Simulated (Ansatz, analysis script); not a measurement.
# YCo4B: how near to magnetism, part 2 of 2

Wanted: E(M), the field that holds each moment, and the spin susceptibility of YCo4B.

Ansatz 0.2.0; PBEsol, PAW set soft_1 (files made for PBE).

So far. Step 3 (Denser mesh): The run ends ferromagnetic on the main sites, with smaller opposed moments on others, with a net moment of 7.35 μB a cell, against 7.31 μB on the first mesh. Step 4 (Without spin): The free collinear run lies 490 meV below it.

In doubt: warnings of the run leave room for a lower electronic state (step 6), so energies may not be the lowest and differences between runs may mislead.

## Step 6: Total moment fixed at 1.333 μB

Level of this step: Ansatz DFT, collinear, total moment fixed by two Fermi levels; PBEsol, PAW set soft_1; PAW set soft_1 (Ansatz).

Two Fermi levels, one a spin, hold the total moment exactly, which reaches states that a free run would leave.

File input.yaml:

```yaml
crystal:
  lattice:
    - [5.02, 0.0, 0.0]
    - [-2.51, 4.347447527, 0.0]
    - [0.0, 0.0, 6.893]
  atoms:
    - { symbol: "Y", position: [0.0, 0.0, 0.5] }
    - { symbol: "Y", position: [0.0, 0.0, 0.0] }
    - { symbol: Co, position: [0.3333333333, 0.6666666667, 0.0], spin: 0.1668 }
    - { symbol: Co, position: [0.6666666667, 0.3333333333, 0.0], spin: 0.1666 }
    - { symbol: Co, position: [0.5, 0.0, 0.283], spin: 0.1666 }
    - { symbol: Co, position: [0.5, 0.5, 0.283], spin: 0.1666 }
    - { symbol: Co, position: [0.0, 0.5, 0.283], spin: 0.1666 }
    - { symbol: Co, position: [0.0, 0.5, 0.717], spin: 0.1666 }
    - { symbol: Co, position: [0.5, 0.5, 0.717], spin: 0.1666 }
    - { symbol: Co, position: [0.5, 0.0, 0.717], spin: 0.1666 }
    - { symbol: B, position: [0.3333333333, 0.6666666667, 0.5] }
    - { symbol: B, position: [0.6666666667, 0.3333333333, 0.5] }
magnetization:
  spin_polarized: true
  initial_magnetization: 1.333
  spin_locking: { lock_magnetization: hard }
kpoints:
  mp_grid: { grid: [9, 9, 6] }
hamiltonian:
  xc: pbesol
  pseudopotentials: { kind: paw, azcp: { folder: soft_1 }, xc_functional: pbe }
scf:
  occupations: { method: fermi_dirac, width: 0.05 }
  max_iter: 120
  convergence: { dr2_threshold: 1.0e-08 }
  lower_state_search: "off"
basis:
  ecutwfc: 420.0
```

Launch:

```sh
$ ansatz run input.yaml --threads 1 --pin off --max-ram 2048MiB --backend cpu --events-out ev --progress --plain --runs-dir out
```

Numbers of over 12 decimals in the logs are rounded to 6 here.

Output:

```text
[...]
Crystal: 12 atoms, lattice volume = 150.434 Å³
Basis set: ecut = 420 eV, 2957 PW (Γ)
Bands: 100, of which v1, the nominal top of the filled ones, is band 82 counted from 1 (81 counted from 0)
Symmetry: 12 space group operations
[...]
k-points: 48 of 486 (time reversal used)
[...]
Starting moments: Σ|m| = 1.333 μB on 8 of 12 sites
[...]
SCF iter   1: F=—  HF=-48644.860214 eV  |F-HF|=—  |Δ(HF+E_count)|=         —  Δρ=6.47e-2 (↑5.62e-2 ↓6.47e-2)  dr2=2.00e1  dr2_m=8.64e-2  M=1.333 μB ∫|m|=1.450 μB  β_m=0.30  ethr=3.10e-3  ⟨swp⟩=5.3  Hψ=30215  notcnv=0  defer=49
[...]
SCF iter  44: F=-48642.713502 eV  HF=-48642.713502 eV  |F-HF|=1.55e-9  |Δ(HF+E_count)|=   4.37e-9  Δρ=9.29e-7 (↑2.01e-7 ↓9.29e-7)  dr2=1.67e-9  dr2_m=2.25e-10  M=1.333 μB ∫|m|=2.036 μB  ethr=6.10e-12  ⟨swp⟩=1.3  Hψ=25873  notcnv=0
The SCF converged. Along the directions that its mixing steps explored, a Ritz value of the dielectric operator 1 − χ₀K read negative at each of the last 4 readings (its real part and the size of its imaginary part sum to between -0.019 and -0.018).
SCF 1 converged in 44 iterations: F = -48642.713502 eV  dr2 = 1.67e-9
[...]
No search for a lower state was made along the close's negative reading: the deck asks for none (scf.lower_state_search: off) (following: asked_to_warn; scf.lower_state_search in the input reference).
SCF converged after 44 iterations
Magnetization: 1.3330 μB (82.6665 up, 81.3335 down)
Absolute magnetization: 2.1396 μB (∫|ρ↑−ρ↓|, with the PAW one-centre terms)
[...]
Per-site moments (μB) at R_I (Å): [(-0.020301, 1.195548), (-0.031143, 1.195548), (0.787293, 1.002412), (0.787651, 1.002412), (0.00352317, 0.859089), (0.00352317, 0.859089), (0.00352317, 0.859089), (0.00352317, 0.859089), (0.00352317, 0.859089), (0.00352317, 0.859089), (-0.00553281, 0.859089), (-0.0055355, 0.859089)]
Free energy (F): -48642.713502 eV
[...]
Internal energy: -48642.551001 eV  (E = F + TS)
E sigma→0 (E₀):  -48642.632252 eV
Entropy (-TS):   -0.162501 eV (-13.542 meV/atom)
Fermi energy:    15.480876 (↑ 15.416370, ↓ 15.545382) eV
[...]
```

It took 11 min on 1 thread of Arm Neoverse V1, shared host; peak memory 1.1 GiB.

The energy is -55.8 meV from the state without spin, and the largest site carries 0.788 μB.

## Step 7: Total moment fixed at 2.667 μB

input.yaml, the sections that differ from step 6:

```yaml
crystal:
  lattice:
    - [5.02, 0.0, 0.0]
    - [-2.51, 4.347447527, 0.0]
    - [0.0, 0.0, 6.893]
  atoms:
    - { symbol: "Y", position: [0.0, 0.0, 0.5] }
    - { symbol: "Y", position: [0.0, 0.0, 0.0] }
    - { symbol: Co, position: [0.3333333333, 0.6666666667, 0.0], spin: 0.3332 }
    - { symbol: Co, position: [0.6666666667, 0.3333333333, 0.0], spin: 0.3334 }
    - { symbol: Co, position: [0.5, 0.0, 0.283], spin: 0.3334 }
    - { symbol: Co, position: [0.5, 0.5, 0.283], spin: 0.3334 }
    - { symbol: Co, position: [0.0, 0.5, 0.283], spin: 0.3334 }
    - { symbol: Co, position: [0.0, 0.5, 0.717], spin: 0.3334 }
    - { symbol: Co, position: [0.5, 0.5, 0.717], spin: 0.3334 }
    - { symbol: Co, position: [0.5, 0.0, 0.717], spin: 0.3334 }
    - { symbol: B, position: [0.3333333333, 0.6666666667, 0.5] }
    - { symbol: B, position: [0.6666666667, 0.3333333333, 0.5] }
magnetization:
  spin_polarized: true
  initial_magnetization: 2.667
  spin_locking: { lock_magnetization: hard }
# kpoints, hamiltonian, scf, basis: as in step 6
```

Output:

```text
[...]
Crystal: 12 atoms, lattice volume = 150.434 Å³
Basis set: ecut = 420 eV, 2957 PW (Γ)
Bands: 101, of which v1, the nominal top of the filled ones, is band 82 counted from 1 (81 counted from 0)
Symmetry: 12 space group operations
[...]
k-points: 48 of 486 (time reversal used)
[...]
Starting moments: Σ|m| = 2.667 μB on 8 of 12 sites
[...]
Free energy (F): -48642.811110 eV
[...]
Internal energy: -48642.646437 eV  (E = F + TS)
E sigma→0 (E₀):  -48642.728774 eV
Entropy (-TS):   -0.164674 eV (-13.723 meV/atom)
Fermi energy:    15.495079 (↑ 15.414754, ↓ 15.575404) eV
[...]
[key lines of the parts left out:]
SCF converged after 28 iterations
Magnetization: 2.6670 μB (83.3335 up, 80.6665 down)
```

The job ended after 6.6 min (1 thread; peak memory 1.1 GiB).

The energy is -153 meV from the state without spin, and the largest site carries 1.10 μB.

## Step 8: Total moment fixed at 6.667 μB

input.yaml, the sections that differ from step 7:

```yaml
crystal:
  lattice:
    - [5.02, 0.0, 0.0]
    - [-2.51, 4.347447527, 0.0]
    - [0.0, 0.0, 6.893]
  atoms:
    - { symbol: "Y", position: [0.0, 0.0, 0.5] }
    - { symbol: "Y", position: [0.0, 0.0, 0.0] }
    - { symbol: Co, position: [0.3333333333, 0.6666666667, 0.0], spin: 0.8332 }
    - { symbol: Co, position: [0.6666666667, 0.3333333333, 0.0], spin: 0.8334 }
    - { symbol: Co, position: [0.5, 0.0, 0.283], spin: 0.8334 }
    - { symbol: Co, position: [0.5, 0.5, 0.283], spin: 0.8334 }
    - { symbol: Co, position: [0.0, 0.5, 0.283], spin: 0.8334 }
    - { symbol: Co, position: [0.0, 0.5, 0.717], spin: 0.8334 }
    - { symbol: Co, position: [0.5, 0.5, 0.717], spin: 0.8334 }
    - { symbol: Co, position: [0.5, 0.0, 0.717], spin: 0.8334 }
    - { symbol: B, position: [0.3333333333, 0.6666666667, 0.5] }
    - { symbol: B, position: [0.6666666667, 0.3333333333, 0.5] }
magnetization:
  spin_polarized: true
  initial_magnetization: 6.667
  spin_locking: { lock_magnetization: hard }
# kpoints, hamiltonian, scf, basis: as in step 7
```

Output:

```text
[...]
Crystal: 12 atoms, lattice volume = 150.434 Å³
Basis set: ecut = 420 eV, 2957 PW (Γ)
Bands: 103, of which v1, the nominal top of the filled ones, is band 82 counted from 1 (81 counted from 0)
Symmetry: 12 space group operations
[...]
k-points: 48 of 486 (time reversal used)
[...]
Starting moments: Σ|m| = 6.667 μB on 8 of 12 sites
[...]
Free energy (F): -48643.129505 eV
[...]
Internal energy: -48642.996358 eV  (E = F + TS)
E sigma→0 (E₀):  -48643.062931 eV
Entropy (-TS):   -0.133148 eV (-11.096 meV/atom)
Fermi energy:    15.565918 (↑ 15.519814, ↓ 15.612022) eV
[...]
[key lines of the parts left out:]
SCF converged after 23 iterations
Magnetization: 6.6670 μB (85.3335 up, 78.6665 down)
```

It took 5.4 min on 1 thread; peak memory 1.1 GiB.

The energy is -472 meV from the state without spin, and the largest site carries 1.58 μB, while atom no. 1 (Y) stands against the total with -0.11 μB.

## Step 9: Total moment fixed at 12 μB

input.yaml, the sections that differ from step 8:

```yaml
crystal:
  lattice:
    - [5.02, 0.0, 0.0]
    - [-2.51, 4.347447527, 0.0]
    - [0.0, 0.0, 6.893]
  atoms:
    - { symbol: "Y", position: [0.0, 0.0, 0.5] }
    - { symbol: "Y", position: [0.0, 0.0, 0.0] }
    - { symbol: Co, position: [0.3333333333, 0.6666666667, 0.0], spin: 1.5 }
    - { symbol: Co, position: [0.6666666667, 0.3333333333, 0.0], spin: 1.5 }
    - { symbol: Co, position: [0.5, 0.0, 0.283], spin: 1.5 }
    - { symbol: Co, position: [0.5, 0.5, 0.283], spin: 1.5 }
    - { symbol: Co, position: [0.0, 0.5, 0.283], spin: 1.5 }
    - { symbol: Co, position: [0.0, 0.5, 0.717], spin: 1.5 }
    - { symbol: Co, position: [0.5, 0.5, 0.717], spin: 1.5 }
    - { symbol: Co, position: [0.5, 0.0, 0.717], spin: 1.5 }
    - { symbol: B, position: [0.3333333333, 0.6666666667, 0.5] }
    - { symbol: B, position: [0.6666666667, 0.3333333333, 0.5] }
magnetization:
  spin_polarized: true
  initial_magnetization: 12.0
  spin_locking: { lock_magnetization: hard }
# kpoints, hamiltonian, scf, basis: as in step 8
```

Output:

```text
[...]
Crystal: 12 atoms, lattice volume = 150.434 Å³
Basis set: ecut = 420 eV, 2957 PW (Γ)
Bands: 106, of which v1, the nominal top of the filled ones, is band 82 counted from 1 (81 counted from 0)
Symmetry: 24 space group operations
[...]
k-points: 48 of 486
[...]
Starting moments: Σ|m| = 12 μB on 8 of 12 sites
[...]
Free energy (F): -48642.247885 eV
[...]
Internal energy: -48642.129973 eV  (E = F + TS)
E sigma→0 (E₀):  -48642.188929 eV
Entropy (-TS):   -0.117913 eV (-9.826 meV/atom)
Fermi energy:    15.926420 (↑ 16.323303, ↓ 15.529536) eV
[...]
[key lines of the parts left out:]
SCF converged after 17 iterations
Magnetization: 12.0000 μB (88.0000 up, 76.0000 down)
```

Wall time 2.4 min (1 thread); peak memory 1.1 GiB.

The energy is 410 meV from the state without spin, and the largest site carries 1.90 μB.

The other 5 runs of this kind were made alike; their results stand in the table below.

## Step 10: No field, tight threshold

A field gives a second route to the same curve. A thousand tesla shift each spin by 58 meV, and the threshold is tightened so that small induced moments are resolved.

File input.yaml:

```yaml
crystal:
  lattice:
    - [5.02, 0.0, 0.0]
    - [-2.51, 4.347447527, 0.0]
    - [0.0, 0.0, 6.893]
  atoms:
    - { symbol: "Y", position: [0.0, 0.0, 0.5] }
    - { symbol: "Y", position: [0.0, 0.0, 0.0] }
    - { symbol: Co, position: [0.3333333333, 0.6666666667, 0.0], spin: 1.62 }
    - { symbol: Co, position: [0.6666666667, 0.3333333333, 0.0], spin: 1.62 }
    - { symbol: Co, position: [0.5, 0.0, 0.283], spin: 0.82 }
    - { symbol: Co, position: [0.5, 0.5, 0.283], spin: 0.82 }
    - { symbol: Co, position: [0.0, 0.5, 0.283], spin: 0.82 }
    - { symbol: Co, position: [0.0, 0.5, 0.717], spin: 0.82 }
    - { symbol: Co, position: [0.5, 0.5, 0.717], spin: 0.82 }
    - { symbol: Co, position: [0.5, 0.0, 0.717], spin: 0.82 }
    - { symbol: B, position: [0.3333333333, 0.6666666667, 0.5] }
    - { symbol: B, position: [0.6666666667, 0.3333333333, 0.5] }
magnetization:
  spin_polarized: true
kpoints:
  mp_grid: { grid: [9, 9, 6] }
hamiltonian:
  xc: pbesol
  pseudopotentials: { kind: paw, azcp: { folder: soft_1 }, xc_functional: pbe }
scf:
  occupations: { method: fermi_dirac, width: 0.05 }
  max_iter: 120
  convergence: { dr2_threshold: 1.0e-10 }
  lower_state_search: "off"
basis:
  ecutwfc: 420.0
```

Output:

```text
[...]
Crystal: 12 atoms, lattice volume = 150.434 Å³
Basis set: ecut = 420 eV, 2957 PW (Γ)
Bands: 104, of which v1, the nominal top of the filled ones, is band 82 counted from 1 (81 counted from 0)
Symmetry: 24 space group operations
[...]
k-points: 48 of 486
[...]
Starting moments: Σ|m| = 8.16 μB on 8 of 12 sites
[...]
Free energy (F): -48643.147648 eV
[...]
Internal energy: -48643.019803 eV  (E = F + TS)
E sigma→0 (E₀):  -48643.083725 eV
Entropy (-TS):   -0.127845 eV (-10.654 meV/atom)
Fermi energy:    15.616213 eV
[...]
[key lines of the parts left out:]
SCF converged after 29 iterations
Magnetization: 7.3457 μB (85.6728 up, 78.3272 down)
```

Run time: 3.9 min. Hardware: 1 thread; peak memory 1.1 GiB.

The net moment is 7.35 μB a cell.

## Step 11: Field of 1500 T

Changes to input.yaml since step 10:

```diff
@@ -20,2 +20,3 @@
   spin_polarized: true
+  magnetic_field: 1500.0
 kpoints:
```

Output:

```text
[...]
Crystal: 12 atoms, lattice volume = 150.434 Å³
Basis set: ecut = 420 eV, 2957 PW (Γ)
Bands: 104, of which v1, the nominal top of the filled ones, is band 82 counted from 1 (81 counted from 0)
Symmetry: 24 space group operations
[...]
k-points: 48 of 486
[...]
Starting moments: Σ|m| = 8.16 μB on 8 of 12 sites
[...]
Free energy (F): -48643.822264 eV
[...]
Internal energy: -48643.689005 eV  (E = F + TS)
E sigma→0 (E₀):  -48643.755634 eV
Entropy (-TS):   -0.133259 eV (-11.105 meV/atom)
Fermi energy:    15.697024 eV
[...]
[key lines of the parts left out:]
SCF converged after 27 iterations
Magnetization: 8.2420 μB (86.1210 up, 77.8790 down)
```

The job ended after 3.5 min (1 thread; peak memory 1.1 GiB).

The net moment is 8.24 μB a cell.

2 more runs differ from these in the same keys alone and are tabled below.

## Step 12: E(M) and M(B)

The energy less the state without spin by total moment:

```
total moment (μB/cell)  energy less the state without spin (meV/cell)
                  0.00                                              0
                  1.33                                          -55.8
                  2.67                                           -153
                  4.00                                           -267
                  5.33                                           -383
                  6.67                                           -472
                  8.00                                           -467
                  9.33                                           -310
                 10.67                                          -29.9
                 12.00                                            410
```

The field that holds a moment is half the difference of the two Fermi levels over μB.

Field that holds the moment against total moment:

```
total moment (μB/cell)  field that holds the moment (T)
                  1.33                            -1114
                  2.67                            -1388
                  4.00                            -1537
                  5.33                            -1405
                  6.67                             -796
                  8.00                             1144
                  9.33                             2813
                 10.67                             4534
                 12.00                             6857
```

Site moments:

```
total (μB)  Y no. 1 (μB)  Y no. 2 (μB)  Co no. 3 (μB)  Co no. 4 (μB)  Co no. 5 (μB)  Co no. 6 (μB)  Co no. 7 (μB)  Co no. 8 (μB)  Co no. 9 (μB)  Co no. 10 (μB)  B no. 11 (μB)  B no. 12 (μB)
     1.333       -0.0203       -0.0311         0.7873         0.7877         0.0035         0.0035         0.0035         0.0035         0.0035          0.0035        -0.0055        -0.0055
     2.667       -0.0453       -0.0562          1.101          1.101         0.1526         0.1526         0.1526         0.1526         0.1526          0.1526         -0.016         -0.016
         4       -0.0707       -0.0788          1.316          1.316         0.3299         0.3299         0.3299         0.3299         0.3299          0.3299        -0.0268        -0.0268
     5.333       -0.0945       -0.0982          1.473          1.473         0.5208         0.5208         0.5208         0.5208         0.5208          0.5208        -0.0367        -0.0367
     6.667       -0.1115       -0.1113          1.584          1.584         0.7156         0.7156         0.7156         0.7156         0.7156          0.7156        -0.0441        -0.0441
         8       -0.1166       -0.1125          1.667          1.667         0.8994         0.8994         0.8994         0.8994         0.8994          0.8994        -0.0436        -0.0436
     9.333       -0.1074       -0.1004          1.763          1.763          1.055          1.055          1.055          1.055          1.055           1.055        -0.0326        -0.0326
     10.67       -0.0961       -0.0877           1.83           1.83          1.219          1.219          1.219          1.219          1.219           1.219        -0.0176        -0.0176
        12       -0.0623       -0.0576          1.899          1.899           1.36           1.36           1.36           1.36           1.36            1.36         0.0013         0.0013
```

Total moment against field:

```
field (T)  total moment (μB/cell)
        0                    7.35
      300                    7.51
      600                    7.67
     1500                    8.24
```

Three Landau terms miss the curve as a whole or at its small-moment end, and no Stoner analysis is made here.

## Step 13: What came out

```json
{"state of the free run": "ferromagnetic", "net moment of the free run": "7.35 μB", "energy of the free run from the state without spin": "-490 meV a cell", "lowest of the fixed moments tried": "M = 6.667 μB, -472 meV", "dM/dB between 0 and 300 T": "0.539 μB a cell per 1000 T"}
```

In words: At this level the system is magnetic: the free run keeps 1.62 μB on the largest site. No other order was typed. The free run, at 7.35 μB, lies 490 meV under the state without spin and so below every fixed moment tried: the minimum falls between two of them. Among the fixed moments, E(M) falls 472 meV below the state without spin and is lowest near 6.667 μB on this grid. The field acts on spins alone. The 13 fixed-moment and field runs took 63 min of wall time, added up. Energies are free energies at a smearing of 0.05 eV, and with partly filled levels differences shift, at times strongly, as the smearing goes to zero. In doubt: the program's search for lower states was switched off, so a lower magnetic state than those reached may exist.

[Logs and program files are shortened in this print: banners, set-up blocks, solver, clock and traceback lines can be left out without a mark of their own.]

[Logs are printed without paths, hosts, clocks, repeated set-up lines and the standing remarks that a program may print on its own settings, such as how far it seeks lower states.]

[Hosts, paths, dates, database ids (printed as entryN), source tags and the programs' standing remarks are cut or masked in the printed files.]
